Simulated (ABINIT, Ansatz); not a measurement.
## KCdF3 (Pm-3m): G0W0 on several meshes in ABINIT

Aim: the GW shift of KCdF3 (Pm-3m) against the k mesh.

Main program and level: ABINIT 10.8.3; LDA and many-body steps on it, plane waves.

Most raw output is cut from this account.

### Step 1. Set-up

It takes space group Pm-3m (No. 221, cubic). The conventional cell has a = 4.382 Å, b = 4.382 Å, c = 4.382 Å, α = 90.00°, β = 90.00°, γ = 90.00°. Nearest to K lie 12 F at 3.10 Å. Nearest to Cd lie 6 F at 2.19 Å. Nearest to F lie 2 Cd at 2.19 Å and 4 K at 3.10 Å. Farther neighbours and most contacts between anions are not listed.

As a file:

```cif
data_structure
_symmetry_space_group_name_H-M 'Pm-3m'
_symmetry_Int_Tables_number 221
_cell_length_a 4.3821
_cell_length_b 4.3821
_cell_length_c 4.3821
_cell_angle_alpha 90.000
_cell_angle_beta 90.000
_cell_angle_gamma 90.000
_cell_volume 84.15
loop_
_atom_site_label
_atom_site_type_symbol
_atom_site_symmetry_multiplicity
_atom_site_Wyckoff_symbol
_atom_site_fract_x
_atom_site_fract_y
_atom_site_fract_z
_atom_site_occupancy
K1 K 1 a 0.00000 0.00000 0.00000 1
Cd1 Cd 1 b 0.50000 0.50000 0.50000 1
F1 F 3 c 0.00000 0.50000 0.50000 1
```

The cell and positions are those that the Materials Project relaxed with its own functionals (PBE, PBE+U or r2SCAN), kept fixed.

### Step 2. Empty states on the mesh, 2×2×2 mesh, 177 bands

This step: ABINIT 10.8.3; DFT, LDA, plane waves, norm-conserving pseudopotentials.

The sums over transitions need many empty states on a uniform mesh; this step solves for them.

The input, run.abi:

```
acell 3*1.0 Angstrom
rprim 
  4.382089020000 0.000000000000 0.000000000000
  0.000000000000 4.382089020000 0.000000000000
  0.000000000000 0.000000000000 4.382089020000
ntypat 3
znucl 19 48 9
natom 5
typat 1 2 3 3 3
xred 
  0.000000000000 0.000000000000 0.000000000000
  0.500000000000 0.500000000000 0.500000000000
  0.000000000000 0.500000000000 0.500000000000
  0.500000000000 0.000000000000 0.500000000000
  0.500000000000 0.500000000000 0.000000000000
pp_dirpath "pseudos"
pseudos "K.upf, Cd.upf, F.upf"
ecut 47
ngkpt 2 2 2
nshiftk 1
shiftk 0 0 0
kptopt 1
chksymbreak 0
iscf -2
irdden 1
istwfk *1
nband 177
nbdbuf 16
tolwfr 1e-09
nstep 60
prtvol 0
indata_prefix "in"
outdata_prefix "out"
tmpdata_prefix "tmp"
```

Launch:

```bash
> OMP_NUM_THREADS=1 mpirun -n 4 abinit run.abi > log
```

Wall time 2.1 min (4 MPI ranks of Arm Neoverse N1, shared host); peak memory 0.47 GiB; 8.5 min of CPU time.

Numbers from this step:

```yaml
gap: 2.829 eV
k_of_the_valence_top: 0.5, 0.5, 0.5
k_of_the_conduction_bottom: 0, 0, 0
least_direct_gap: 4.618 eV
k_points_computed: 4
lowest_point_of_the_top_converged_band_above_the_valence_top: 73.5546 eV
```

On this mesh the gap is 2.829 eV.

The density comes from a self-consistent run that is not shown.

### Step 3. Screening, 2×2×2 mesh, 80 bands, screening to 114.3 eV

The RPA dielectric matrix is built and inverted for each q.

This step: RPA screening on LDA, plane waves, norm-conserving pseudopotentials.

Edit run.abi of step 2 so:

```diff
@@ -23,10 +23,11 @@
 chksymbreak 0
-iscf -2
-irdden 1
 istwfk *1
-nband 177
-nbdbuf 16
-tolwfr 1e-09
-nstep 60
-prtvol 0
+occopt 1
+irdwfk 1
+optdriver 3
+nband 80
+ecuteps 4.2
+inclvkb 2
+awtr 1
+symchi 1
 indata_prefix "in"
```

The job ended after 27 s (4 MPI ranks; peak memory 1.1 GiB).

Numbers from this step:

```yaml
eps_infinity_with_local_fields_on_this_mesh_along_the_program_s_q_direction: 2.304
the_same_without_local_fields: 2.436
plasma_frequency: 28.62 eV
plane_waves_in_the_screening_matrix: 251
```

Local fields lower ε∞ by 5 %. On a Γ-centred mesh this coarse the value itself is usually too large, while a short band sum pulls it down.

### Step 4. 2×2×2

The self-energy is evaluated for the states that the input lists, and the levels follow from it, in one-shot runs by the linearised quasiparticle equation.

This step: G0W0 on LDA, plane waves, norm-conserving pseudopotentials.

Edit run.abi of step 3 so:

```diff
@@ -26,8 +26,17 @@
 irdwfk 1
-optdriver 3
+optdriver 4
 nband 80
+gwcalctyp 0
+ecutsigx 47
+symsigma 1
+nkptgw 2
+kptgw 
+  0.5000000000 0.5000000000 0.5000000000
+  0.0000000000 0.0000000000 0.0000000000
+bdgw 
+  24 28
+  23 28
 ecuteps 4.2
-inclvkb 2
-awtr 1
-symchi 1
+irdscr 1
+ppmodel 1
 indata_prefix "in"
```

Elapsed: 12 s, on 4 MPI ranks; peak memory 1.1 GiB.

This step gave:

| Quantity | Value |
| --- | --- |
| G0W0 gap on the points computed | 6.316 eV |
| starting gap on the mesh | 2.829 eV |
| k of the valence top | 0.5, 0.5, 0.5 |
| k of the conduction bottom | 0, 0, 0 |
| Z at the valence top | 0.815 |
| Z at the conduction bottom | 0.877 |
| least direct G0W0 gap on the computed points | 8.328 eV |

The gap on the mesh goes from 2.83 eV to 6.32 eV, a correction of +3.49 eV.

### Step 5. Empty states on the mesh, 4×4×4 mesh, 88 bands

This step: DFT, LDA, plane waves, norm-conserving pseudopotentials.

Edit run.abi of step 4 so:

```diff
@@ -18,3 +18,3 @@
 ecut 47
-ngkpt 2 2 2
+ngkpt 4 4 4
 nshiftk 1
@@ -23,20 +23,10 @@
 chksymbreak 0
+iscf -2
+irdden 1
 istwfk *1
-occopt 1
-irdwfk 1
-optdriver 4
-nband 80
-gwcalctyp 0
-ecutsigx 47
-symsigma 1
-nkptgw 2
-kptgw 
-  0.5000000000 0.5000000000 0.5000000000
-  0.0000000000 0.0000000000 0.0000000000
-bdgw 
-  24 28
-  23 28
-ecuteps 4.2
-irdscr 1
-ppmodel 1
+nband 88
+nbdbuf 8
+tolwfr 1e-09
+nstep 60
+prtvol 0
 indata_prefix "in"
```

Elapsed: 2.1 min, on 4 MPI ranks; peak memory 0.44 GiB; 8.6 min of CPU time.

Numbers from this step:

| Quantity | Value |
| --- | --- |
| gap | 2.829 eV |
| k of the valence top | 0.5, 0.5, 0.5 |
| k of the conduction bottom | 0, 0, 0 |
| least direct gap | 4.618 eV |
| k points computed | 10 |
| lowest point of the top converged band, above the valence top | 39.95 eV |

On this mesh the gap is 2.829 eV.

### Step 6. Screening, 4×4×4 mesh, 80 bands, screening to 114.3 eV

This step: RPA screening on LDA, plane waves, norm-conserving pseudopotentials.

Edit run.abi of step 5 so:

```diff
@@ -23,10 +23,11 @@
 chksymbreak 0
-iscf -2
-irdden 1
 istwfk *1
-nband 88
-nbdbuf 8
-tolwfr 1e-09
-nstep 60
-prtvol 0
+occopt 1
+irdwfk 1
+optdriver 3
+nband 80
+ecuteps 4.2
+inclvkb 2
+awtr 1
+symchi 1
 indata_prefix "in"
```

Run time: 2.9 min. Hardware: 4 MPI ranks; peak memory 1.9 GiB.

This step gave:

```
ε∞ with local fields, on this mesh, along the program's q direction : 2.305
the same without local fields                                       : 2.435
plasma frequency                                                    : 28.62 eV
plane waves in the screening matrix                                 : 251
```

### Step 7. 4×4×4

This step: G0W0 on LDA, plane waves, norm-conserving pseudopotentials.

Edit run.abi of step 6 so:

```diff
@@ -26,8 +26,17 @@
 irdwfk 1
-optdriver 3
+optdriver 4
 nband 80
+gwcalctyp 0
+ecutsigx 47
+symsigma 1
+nkptgw 2
+kptgw 
+  0.5000000000 0.5000000000 0.5000000000
+  0.0000000000 0.0000000000 0.0000000000
+bdgw 
+  24 28
+  23 28
 ecuteps 4.2
-inclvkb 2
-awtr 1
-symchi 1
+irdscr 1
+ppmodel 1
 indata_prefix "in"
```

It took 22 s on 4 MPI ranks; peak memory 1.7 GiB; 88 s of CPU time.

This step gave:

```yaml
g0w0_gap_on_the_points_computed: 6.366 eV
starting_gap_on_the_mesh: 2.829 eV
k_of_the_valence_top: 0.5, 0.5, 0.5
k_of_the_conduction_bottom: 0, 0, 0
z_at_the_valence_top: 0.813
z_at_the_conduction_bottom: 0.876
least_direct_g0w0_gap_on_the_computed_points: 8.361 eV
```

Against G0W0 in ABINIT (2×2×2 mesh, 80 bands, screening to 114.3 eV, Godby-Needs plasmon pole), the gap moves by +0.050 eV.

### Step 8. The runs together

Times are wall times on 4 MPI ranks of Arm Neoverse N1, shared host, good to a factor of about two. A run's time includes the screening step that it read.

```tsv
run	mesh	bands	screening cutoff (eV)	DFT gap (eV)	gap on the mesh (eV)	direct (eV)	ε∞ used	time
2×2×2	2×2×2	80	114.3	2.829	6.316	8.328	2.30	39 s
4×4×4	4×4×4	80	114.3	2.829	6.366	8.361	2.31	3.3 min
```

### Step 9. What came out

- 2×2×2: 6.316 eV
- 4×4×4: 6.366 eV
- known limits: not at the basis limit; d shell near the gap, gap tends to lie low; no spin-orbit coupling; coarse k mesh

4×4×4: +0.050 eV against 2×2×2. Bands and cutoff are finite, so the gap is not at the basis limit. The miss can reach some tenths of an eV and take either sign; the mesh is an error of its own. In the G0W0 runs levels were corrected at 2 k points alone, so a gap called «on the mesh» is the least over those, and an edge elsewhere would be missed. The 2×2×2 mesh is coarse for this cell, which bears on the long-range parts of exchange and screening. This is the ideal cubic cell; many perovskites, halides above all, are cubic only on average, and local tilts or off-centring can widen the gap. A d shell, filled or nearly so, lies near the gap. One-shot GW converges very slowly in bands there, not always from below, and on a semilocal start the gap tends to come out low; starts rich in exact exchange can overshoot instead. The many-body steps are scalar-relativistic: spin-orbit coupling is not in them.

[Paths, hosts, dates, memory and timing lines, banners, echoed tables and standing remarks are left out of the program output.]

[Logs are printed without paths, hosts, clocks, repeated set-up lines and the standing remarks that a program may print on its own settings, such as how far it seeks lower states.]

[Runs of the session that timed out or met a known fault of the program may be left out.]

[Hosts, paths, dates, database ids (printed as entryN), source tags and the programs' standing remarks are cut or masked in the printed files.]

[G0W0 gaps are taken among the corrected bands and points alone; a level outside them can change the order at an edge.]

[Where Ansatz stands beside ABINIT at settings called matched, ABINIT's density can come from a denser mesh and the files from another edition; pairs whose starting gaps differed by over 0.03 eV were left out, so agreement reads better than it is.]
